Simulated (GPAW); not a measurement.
# Near-edge structure at the As K edge of zinc-blende (AlAs)₁₋ₓ(InAs)ₓ at x = 0.125, part 3 of 3

Aim: the As K edge in zinc-blende (AlAs)₁₋ₓ(InAs)ₓ at x = 0.125, one member of a composition series.

GPAW 26.7.0; X-ray absorption from dipole matrix elements to empty bands, plane-wave PAW LDA.

So far. Step 5 (Spectrum with XCH, As atom 2): Main maxima below 27 eV (height): 4.2 eV (1.40), 6.4 eV (1.39), 12.8 eV (0.93), 17.2 eV (0.92) and 24.8 eV (1.02). A K edge sees empty p states on the absorber. Step 5 (Spectrum with XCH, As atom 2): The energy difference (zero at 11881 eV) isn't read as a photon energy: for so heavy an absorber the terms left out (the hole's spin, the functional's error) amount to tens of eV or more.

### 7. Spectrum with XCH, Al atom 1

The holes are 8.1 Å apart. The excited electron is kept in the cell, where it fills the lowest empty states and screens the hole. After the field has converged, empty bands are computed with the density fixed and the dipole matrix elements are summed.

The absorber has 2 As at 2.44 Å and 2 As at 2.47 Å (tetrahedral).

xas.py

```python
import numpy as np
from ase import Atoms
from ase.parallel import parprint, paropen
from gpaw import GPAW, PW, FermiDirac, Mixer, MixerDif, setup_paths
from gpaw.test import gen
setup_paths.insert(0, '.')
gen('Al', name='fch1s', xcname='LDA', corehole=(1, 0, 1), write_xml=True)
from gpaw.mpi import world
world.barrier()

atoms = Atoms('AlAsAlAsAlAsAlAsInAsAlAsAlAsAlAs',
    cell=[[0, 5.710625, 5.710625],
     [5.710625, 0, 5.710625],
     [5.710625, 5.710625, 0]],
    scaled_positions=[[0.9990984, 0.0002566, 0.0002406],
     [0.109494, 0.1295508, 0.130658],
     [0.9995838, 0.0000357, 0.5009349],
     [0.1249588, 0.1249571, 0.6253414],
     [0.9985699, 0.4997072, 0.9985537],
     [0.121189, 0.6255561, 0.1252272],
     [0.0003196, 0.5001443, 0.5003315],
     [0.1265522, 0.6249916, 0.624078],
     [0.4999159, 0.9995107, 0.9992459],
     [0.6289374, 0.1306735, 0.1292627],
     [0.4996453, 0.9999586, 0.4991516],
     [0.6295729, 0.1306853, 0.6089464],
     [0.4954341, 0.5007249, 0.0010531],
     [0.6283467, 0.6092074, 0.1299581],
     [0.5014275, 0.500872, 0.4999239],
     [0.6251945, 0.6253987, 0.6262632]],
    pbc=True)
atoms.calc = calc = GPAW(legacy_gpaw=True, mode=PW(400, force_complex_dtype=True), xc='LDA', setups={0: 'fch1s'},
    kpts={'size': (3, 3, 3), 'gamma': True}, occupations=FermiDirac(0.04),
    charge=-1, mixer=Mixer(0.1, 5, 50), maxiter=150,
    convergence={'density': 0.0001, 'eigenstates': 1e-6}, txt='scf.txt')
energy = atoms.get_potential_energy() + calc.get_reference_energy()
ef = calc.get_fermi_level()
out = dict(energy=energy, fermi=ef, forces=atoms.get_forces().tolist())
parprint(f'all-electron energy {energy:.4f} eV, Fermi level {ef:.4f} eV')
ev = np.array([[calc.get_eigenvalues(k, s) for k in range(len(calc.get_ibz_k_points()))] for s in range(calc.get_number_of_spins())])
out['homo'], out['lumo'], out['counts'] = ev[ev < ef].max(), ev[ev > ef].min(), sorted(set((ev < ef).sum((0, 2)).tolist()))
out['filled'] = (ev[:, 0] < ef).sum(1).tolist()

from ase.units import Ha
from gpaw.xas import dipole_matrix_elements
nb = int(calc.get_number_of_electrons() / 2) + 190
top, nb = nb, nb + 8 + nb // 12
nscf = calc.fixed_density(kpts={'size': (4, 4, 4), 'gamma': True}, nbands=nb,
    convergence={'bands': top, 'eigenstates': 5e-3}, maxiter=60, txt='nscf.txt')
cell = atoms.cell.array
ops = [cell.T @ U.T @ np.linalg.inv(cell.T) for U in nscf.wfs.kd.symmetry.op_scc]
filled = [37]  # bands filled in the ground state, by spin
E = np.arange(-6, 30, 0.1)
fwhm = np.interp(E, [4, 25], [0.9, 3.5])
Y, X, zero, highest = 0, 0, 1e9, 1e9
for spin in range(nscf.get_number_of_spins()):
    wfs = nscf.wfs
    mine = wfs.bd.get_slice()  # this rank's bands
    A = dipole_matrix_elements(wfs.setups[0])
    eps = np.zeros((wfs.kd.nibzkpts, nb))
    d = np.zeros((3, A.shape[1], wfs.kd.nibzkpts, nb), complex)
    for kpt in wfs.kpt_u:
        if kpt.s == spin and 0 in kpt.P_ani:
            eps[kpt.k, mine] = kpt.eps_n * Ha
            d[:, :, kpt.k, mine] = (kpt.weight * wfs.nspins / 2) ** 0.5 * np.inner(A, kpt.P_ani[0])
    world.sum(eps)
    world.sum(d)
    T = np.einsum('amkn,bmkn->abkn', d, d.conj()).real
    T = sum(np.einsum('ai,ijkn,bj->abkn', R, T, R) for R in ops) / len(ops)
    empty = np.ones_like(eps, bool) & (np.arange(nb) >= filled[spin])
    zero, highest = min(zero, eps[empty].min()), min(highest, eps[:, top - 1].min())
    lines = [(eps, T, empty)] if spin == 0 else lines + [(eps, T, empty)]
for eps, T, empty in lines:
    f = np.einsum('aakn->akn', T).reshape(3, -1)
    x = eps.ravel() - zero
    w = np.interp(x, E, fwhm) / 2.35482
    g = np.exp(-0.5 * ((E[:, None] - x) / w) ** 2) / (w * (2 * np.pi) ** 0.5)
    Y = Y + (f * empty.ravel()) @ g.T
    X = X + (f * ~empty.ravel()) @ g.T
out.update(E=E.round(2).tolist(), xas=Y.tolist(), xes=X.tolist(), zero=zero, valid=highest - zero, nk=len(eps), nb=nb)
for i in range(0, len(E), 10):
    parprint(f'{E[i]:7.2f}', *(f'{v:10.3e}' for v in Y[:, i]))
import json
with paropen('out.json', 'w') as f:
    json.dump(out, f)
```

Run with:

```sh
OMP_NUM_THREADS=1 mpirun -n 4 gpaw python xas.py
```

Numbers of over 12 decimals in the logs are rounded to 6 here.

The log of the run:

```text
Input parameters:
  charge: -1
  convergence: {density: 0.0001,
                eigenstates: 1e-06}
  kpts: {gamma: True,
         size: (3, 3, 3)}
  maxiter: 150
  mixer: {backend: pulay,
          beta: 0.1,
          method: separate,
          nmaxold: 5,
          weight: 50}
  mode: {ecut: 400.0,
         force_complex_dtype: True,
         name: pw}
  occupations: {fixmagmom: False,
[...]
*p    :     0.562239
*d    :     0.000000
--------------------------------

Diagonalizing with gridspacing h=0.050

state   all-electron     PAW
-------------------------------
3s:      -0.683483    -0.683641
3p:      -0.437761    -0.437937
*d:                   -0.137096
*f:                   -0.021062
-------------------------------
all-electron energy -695760.2266 eV, Fermi level 5.6254 eV
[...]
28.00  5.942e-06  5.823e-06  5.829e-06
  29.00  6.241e-06  6.041e-06  6.051e-06
[key lines of the parts left out:]
Converged after 17 iterations.
Dipole moment: (-24.273309, -26.131386, -26.216272) |e|*Ang
Free energy:    -90.768733
Fermi level: 5.62537
```

Wall time 3.7 min (4 MPI ranks of AMD EPYC 9B14 (Zen 4), shared host); peak memory 0.76 GiB; 15 min of CPU time.

The Al K spectrum, Al atom 1, excited-electron core hole (neutral cell) (energy from the bottom of the conduction band, which holds the excited electron; intensity scaled to a mean of 1 over the first 20 eV):

| E (eV) | isotropic | ε ∥ x | ε ∥ y |
| --- | --- | --- | --- |
| -2.0 | 0.00 | 0.00 | 0.00 |
| -1.4 | 0.00 | 0.00 | 0.00 |
| -0.8 | 0.00 | 0.00 | 0.00 |
| -0.2 | 0.02 | 0.02 | 0.02 |
| 0.4 | 0.25 | 0.21 | 0.27 |
| 1.0 | 0.84 | 0.73 | 0.90 |
| 1.6 | 1.21 | 1.08 | 1.28 |
| 2.2 | 1.45 | 1.32 | 1.52 |
| 2.8 | 1.43 | 1.39 | 1.45 |
| 3.4 | 2.30 | 2.36 | 2.27 |
| 4.0 | 2.40 | 2.62 | 2.29 |
| 4.6 | 1.44 | 1.51 | 1.41 |
| 5.2 | 0.94 | 0.98 | 0.93 |
| 5.8 | 0.83 | 0.85 | 0.81 |
| 6.4 | 0.95 | 0.95 | 0.94 |
| 7.0 | 1.00 | 0.94 | 1.02 |
| 7.6 | 0.85 | 0.81 | 0.86 |
| 8.2 | 0.78 | 0.79 | 0.78 |
| 8.8 | 0.84 | 0.84 | 0.84 |
| 9.4 | 0.93 | 0.93 | 0.92 |
| 10.0 | 1.00 | 1.04 | 0.98 |
| 10.6 | 1.13 | 1.18 | 1.11 |
| 11.2 | 1.27 | 1.29 | 1.26 |
| 11.8 | 1.28 | 1.28 | 1.29 |
| 12.4 | 1.19 | 1.16 | 1.20 |
| 13.0 | 1.03 | 1.02 | 1.03 |
| 13.6 | 0.84 | 0.84 | 0.84 |
| 14.2 | 0.68 | 0.68 | 0.68 |
| 14.8 | 0.60 | 0.60 | 0.60 |
| 15.4 | 0.61 | 0.62 | 0.60 |
| 16.0 | 0.67 | 0.70 | 0.66 |
| 16.6 | 0.74 | 0.78 | 0.72 |
| 17.2 | 0.76 | 0.80 | 0.74 |
| 17.8 | 0.75 | 0.77 | 0.74 |
| 18.4 | 0.72 | 0.72 | 0.71 |
| 19.0 | 0.70 | 0.70 | 0.71 |
| 19.6 | 0.71 | 0.71 | 0.71 |
| 20.2 | 0.72 | 0.72 | 0.72 |
| 20.8 | 0.71 | 0.71 | 0.71 |
| 21.4 | 0.69 | 0.68 | 0.70 |
| 22.0 | 0.68 | 0.65 | 0.69 |
| 22.6 | 0.67 | 0.64 | 0.69 |
| 23.2 | 0.69 | 0.64 | 0.71 |
| 23.8 | 0.71 | 0.66 | 0.73 |
| 24.4 | 0.72 | 0.68 | 0.74 |
| 25.0 | 0.73 | 0.69 | 0.74 |
| 25.6 | 0.73 | 0.70 | 0.74 |
| 26.2 | 0.73 | 0.71 | 0.73 |
| 26.8 | 0.73 | 0.73 | 0.74 |
| 27.4 | 0.75 | 0.75 | 0.74 |

Main maxima below 24 eV (height): 2.2 eV (1.45), 3.7 eV (2.62), 6.8 eV (1.01), 11.5 eV (1.30) and 17.2 eV (0.76). 

The total-energy difference is 1564.71 eV. One term is added: -13.88 eV, since the hole is spin-paired here and a spin-polarised one costs that much less in the free atom (computed apart). The photon energy is then 1550.83 eV. The tabulated edge of the element is 1559 eV. The functional leaves an error in such absolute values: in the free atom LDA prices this hole 7.2 eV below PBE (computed apart), and PBE is itself good to a few eV.

### 8. Outcome

| Item | Value |
| --- | --- |
| absorber and edge | As K, atom 2 of the ground-state input (counted from 1) |
| surroundings | 3 Al at 2.44 Å and 1 In at 2.57 Å (distorted tetrahedral) |
| highest intensity below 24 eV | 4.2 eV above the zero, height 1.40 |

In words: The As K edge of atom 2, with 3 Al at 2.44 Å and 1 In at 2.57 Å (distorted tetrahedral), has its highest intensity of the first 24 eV at 4.2 eV above the zero, 1.4 times the mean level of the first 20 eV (Gaussian full width 2.14 eV up to 4 eV, rising linearly to 3.5 eV at 25 eV). The script folds with a Gaussian, whereas the core hole's own line is a Lorentzian, so the onset is too steep and the first peak too high.

[Banner, clock and machine lines of the logs are left out without a mark of their own.]

[Logs are printed without paths, hosts, clocks, repeated set-up lines and the standing remarks that a program may print on its own settings, such as how far it seeks lower states.]

[Hosts, paths, dates, database ids (printed as entryN), source tags and the programs' standing remarks are cut or masked in the printed files.]

[Lists of maxima count a maximum above −3 eV only where it reaches 4 % of the highest in the window and stands out from its surroundings by 2 % of it (1.5 % where it reaches 55 %); shoulders and weaker maxima are passed over, and of the rest the first, up to two pre-edge ones and the few strongest are named.]
